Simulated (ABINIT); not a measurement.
# LiH (Fm-3m): a self-consistent loop beyond G0W0, cycle by cycle, part 2 of 2

Wanted: G0W0 and self-consistent gaps of LiH (Fm-3m), with the cost of the cycles.

ABINIT 10.8.3; PBE and many-body steps on it, plane waves. Known limits of the many-body steps: not at the basis limit.

So far. Step 11 (evGW, cycle 1): Against G0W0 in ABINIT (6×6×6 mesh, 46 bands, screening to 130.6 eV, Godby-Needs plasmon pole), the gap moves by +0.854 eV. Step 14 (evGW, cycle 2): Against the cycle before, the gap moves by +0.098 eV.

The database entry behind the starting cell differs from later determinations by our own check (the deuteride, about 0.2 % short), so it need not match the best structure at ambient conditions.

## 17. evGW, cycle 3

This step: evGW on PBE, plane waves, norm-conserving pseudopotentials.

File run.abi:

```
acell 3*1.0 Angstrom
rprim 
  0.000000000000 2.036750000000 2.036750000000
  2.036750000000 -0.000000000000 2.036750000000
  2.036750000000 2.036750000000 -0.000000000000
ntypat 2
znucl 3 1
natom 2
typat 1 2
xred 
  0.000000000000 0.000000000000 0.000000000000
  0.500000000000 0.500000000000 0.500000000000
pp_dirpath "pseudos"
pseudos "Li.upf, H.upf"
ecut 33
ngkpt 6 6 6
nshiftk 1
shiftk 0 0 0
kptopt 1
chksymbreak 0
istwfk *1
occopt 1
irdwfk 1
optdriver 4
nband 46
gwcalctyp 10
ecutsigx 33
symsigma 1
nkptgw 16
kptgw 
  0.0000000000 0.0000000000 0.0000000000
  0.1666666667 0.0000000000 0.0000000000
  0.3333333333 0.0000000000 0.0000000000
  0.5000000000 0.0000000000 0.0000000000
  0.1666666667 0.1666666667 0.0000000000
  0.3333333333 0.1666666667 0.0000000000
  0.5000000000 0.1666666667 0.0000000000
  -0.3333333333 0.1666666667 0.0000000000
  -0.1666666667 0.1666666667 0.0000000000
  0.3333333333 0.3333333333 0.0000000000
  0.5000000000 0.3333333333 0.0000000000
  -0.3333333333 0.3333333333 0.0000000000
  0.5000000000 0.5000000000 0.0000000000
  0.5000000000 0.3333333333 0.1666666667
  -0.3333333333 0.3333333333 0.1666666667
  -0.3333333333 0.5000000000 0.1666666667
bdgw 
  1 6
  1 6
  1 6
  1 6
  1 6
  1 6
  1 6
  1 6
  1 6
  1 6
  1 6
  1 6
  1 6
  1 6
  1 6
  1 6
ecuteps 4.8
irdscr 1
ppmodel 1
irdqps 1
indata_prefix "in"
outdata_prefix "out"
tmpdata_prefix "tmp"
```

The run is started by

```bash
$ OMP_NUM_THREADS=1 mpirun -n 4 abinit run.abi > log
```

It took 19 s on 4 MPI ranks of Arm Neoverse V2, shared host; peak memory 0.55 GiB; 74 s of CPU time.

Numbers from this step:

```yaml
quasiparticle_gap_on_the_mesh: 5.816 eV
gap_of_the_density_functional_on_the_mesh: 3.022 eV
k_of_the_valence_top: 0.5, 0.5, 0
k_of_the_conduction_bottom: 0.5, 0.5, 0
least_direct_quasiparticle_gap_on_the_computed_points: 5.816 eV
```

Against the cycle before, the gap moves by +0.015 eV.

## 18. Screening, 6×6×6 mesh, 46 bands, screening to 130.6 eV

This step: RPA screening on PBE, plane waves, norm-conserving pseudopotentials.

File run.abi:

```
acell 3*1.0 Angstrom
rprim 
  0.000000000000 2.036750000000 2.036750000000
  2.036750000000 -0.000000000000 2.036750000000
  2.036750000000 2.036750000000 -0.000000000000
ntypat 2
znucl 3 1
natom 2
typat 1 2
xred 
  0.000000000000 0.000000000000 0.000000000000
  0.500000000000 0.500000000000 0.500000000000
pp_dirpath "pseudos"
pseudos "Li.upf, H.upf"
ecut 33
ngkpt 6 6 6
nshiftk 1
shiftk 0 0 0
kptopt 1
chksymbreak 0
istwfk *1
occopt 1
irdwfk 1
optdriver 3
nband 46
ecuteps 4.8
inclvkb 2
awtr 1
symchi 1
gwcalctyp 10
mbpt_sciss 3.424 eV
nqptdm 1
qptdm 
  0 0 0
indata_prefix "in"
outdata_prefix "out"
tmpdata_prefix "tmp"
```

It took 1.4 s on 4 MPI ranks; peak memory 0.11 GiB.

This step gave:

```yaml
eps_infinity_with_local_fields_on_this_mesh_along_the_program_s_q_direction: 3.015
the_same_without_local_fields: 3.211
plasma_frequency: 18.07 eV
plane_waves_in_the_screening_matrix: 59
```

This screening uses the functional's bands under a rigid shift, the mean opening of the cycle before.

## 19. Screening, 6×6×6 mesh, 46 bands, screening to 130.6 eV

This step: RPA screening on PBE from quasiparticle energies, plane waves, norm-conserving pseudopotentials.

run.abi, as its differences from that of step 18:

```diff
@@ -29,7 +29,21 @@
 symchi 1
+irdqps 1
 gwcalctyp 10
-mbpt_sciss 3.424 eV
-nqptdm 1
+nqptdm 15
 qptdm 
-  0 0 0
+  0.1666666667 0.0000000000 0.0000000000
+  0.3333333333 0.0000000000 0.0000000000
+  0.5000000000 0.0000000000 0.0000000000
+  0.1666666667 0.1666666667 0.0000000000
+  0.3333333333 0.1666666667 0.0000000000
+  0.5000000000 0.1666666667 0.0000000000
+  -0.3333333333 0.1666666667 0.0000000000
+  -0.1666666667 0.1666666667 0.0000000000
+  0.3333333333 0.3333333333 0.0000000000
+  0.5000000000 0.3333333333 0.0000000000
+  -0.3333333333 0.3333333333 0.0000000000
+  0.5000000000 0.5000000000 0.0000000000
+  0.5000000000 0.3333333333 0.1666666667
+  -0.3333333333 0.3333333333 0.1666666667
+  -0.3333333333 0.5000000000 0.1666666667
 indata_prefix "in"
```

File mrgscr.stdin:

```
2
merged
q0_SCR
out_SCR
1
```

The run is started by

```bash
$ OMP_NUM_THREADS=1 mpirun -n 4 abinit run.abi > log; mrgscr < mrgscr.stdin
```

Wall time 3.5 s (4 MPI ranks); peak memory 0.4 GiB.

Numbers from this step:

| Quantity | Value |
| --- | --- |
| plasma frequency | 18.07 eV |
| plane waves in the screening matrix | 59 |

This screening reads the quasiparticle levels of the cycle before.

## 20. evGW, cycle 4

This step: evGW on PBE, plane waves, norm-conserving pseudopotentials.

run.abi, as its differences from that of step 19:

```diff
@@ -23,12 +23,10 @@
 irdwfk 1
-optdriver 3
+optdriver 4
 nband 46
-ecuteps 4.8
-inclvkb 2
-awtr 1
-symchi 1
-irdqps 1
 gwcalctyp 10
-nqptdm 15
-qptdm 
+ecutsigx 33
+symsigma 1
+nkptgw 16
+kptgw 
+  0.0000000000 0.0000000000 0.0000000000
   0.1666666667 0.0000000000 0.0000000000
@@ -48,2 +46,23 @@
   -0.3333333333 0.5000000000 0.1666666667
+bdgw 
+  1 6
+  1 6
+  1 6
+  1 6
+  1 6
+  1 6
+  1 6
+  1 6
+  1 6
+  1 6
+  1 6
+  1 6
+  1 6
+  1 6
+  1 6
+  1 6
+ecuteps 4.8
+irdscr 1
+ppmodel 1
+irdqps 1
 indata_prefix "in"
```

The run is started by

```bash
$ OMP_NUM_THREADS=1 mpirun -n 4 abinit run.abi > log
```

Run time: 18 s. Hardware: 4 MPI ranks; peak memory 0.55 GiB.

Numbers from this step:

| Item | Value |
| --- | --- |
| quasiparticle gap on the mesh | 5.819 eV |
| gap of the density functional on the mesh | 3.022 eV |
| k of the valence top | 0.5, 0.5, 0 |
| k of the conduction bottom | 0.5, 0.5, 0 |
| least direct quasiparticle gap on the computed points | 5.819 eV |

Against the cycle before, the gap moves by +0.003 eV.

## 21. The runs together

Times are wall times on 4 MPI ranks of Arm Neoverse V2, shared host, good to a factor of about two. A run's time includes the screening step that it read.

```csv
run,mesh,bands,screening cutoff (eV),DFT gap (eV),gap on the mesh (eV),direct (eV),ε∞ used,time
G0W0,6×6×6,46,130.6,3.022,4.849,4.849,4.18,5.3 s
"evGW0, cycle 1",6×6×6,46,130.6,3.022,5.357,5.357,4.18,21 s
"evGW0, cycle 2",6×6×6,46,130.6,3.022,5.174,5.174,4.18,22 s
"evGW0, cycle 3",6×6×6,46,130.6,3.022,5.189,5.189,4.18,22 s
"evGW0, cycle 4",6×6×6,46,130.6,3.022,5.187,5.187,4.18,22 s
"evGW, cycle 1",6×6×6,46,130.6,3.022,5.703,5.703,3.22,23 s
"evGW, cycle 2",6×6×6,46,130.6,3.022,5.801,5.801,3.04,23 s
"evGW, cycle 3",6×6×6,46,130.6,3.022,5.816,5.816,3.02,23 s
"evGW, cycle 4",6×6×6,46,130.6,3.022,5.819,5.819,3.01,23 s
```

## 22. Outcome

```
G0W0           : 4.849 eV
evGW0, cycle 1 : 5.357 eV
evGW0, cycle 2 : 5.174 eV
evGW0, cycle 3 : 5.189 eV
evGW0, cycle 4 : 5.187 eV
evGW, cycle 1  : 5.703 eV
evGW, cycle 2  : 5.801 eV
evGW, cycle 3  : 5.816 eV
evGW, cycle 4  : 5.819 eV
known limits   : not at the basis limit
```

**Reading.** Only the bands that the input lists are updated; the others, empty or deep, keep the functional's energies or take a rigid shift. The evGW loop starts from the last levels of evGW0, so its cycles and time come on top of those. evGW0 ends at 5.19 eV, +0.34 eV from G0W0, after 4 cycles that took 73 s beside the first screening; the last moved the gap by 0.002 eV. evGW ends at 5.82 eV, +0.97 eV from G0W0, after 4 cycles that took 93 s beside the first screening; the last moved the gap by 0.003 eV. The first cycle of evGW0 takes the full correction, without the factor Z, so it overshoots the one-shot value. Bands and cutoff are finite, so the gap is not at the basis limit. The miss can reach some tenths of an eV and take either sign; the mesh is an error of its own. In the updated screening the q = 0 part is built from Kohn-Sham bands under a rigid shift, the other q from the quasiparticle levels.

[Paths, hosts, dates, memory and timing lines, banners, echoed tables and standing remarks are left out of the program output.]

[Logs are printed without paths, hosts, clocks, repeated set-up lines and the standing remarks that a program may print on its own settings, such as how far it seeks lower states.]

[Runs of the session that timed out or met a known fault of the program may be left out.]

[Hosts, paths, dates, database ids (printed as entryN), source tags and the programs' standing remarks are cut or masked in the printed files.]

[G0W0 gaps are taken among the corrected bands and points alone; a level outside them can change the order at an edge.]

[Where Ansatz stands beside ABINIT at settings called matched, ABINIT's density can come from a denser mesh and the files from another edition; pairs whose starting gaps differed by over 0.03 eV were left out, so agreement reads better than it is.]
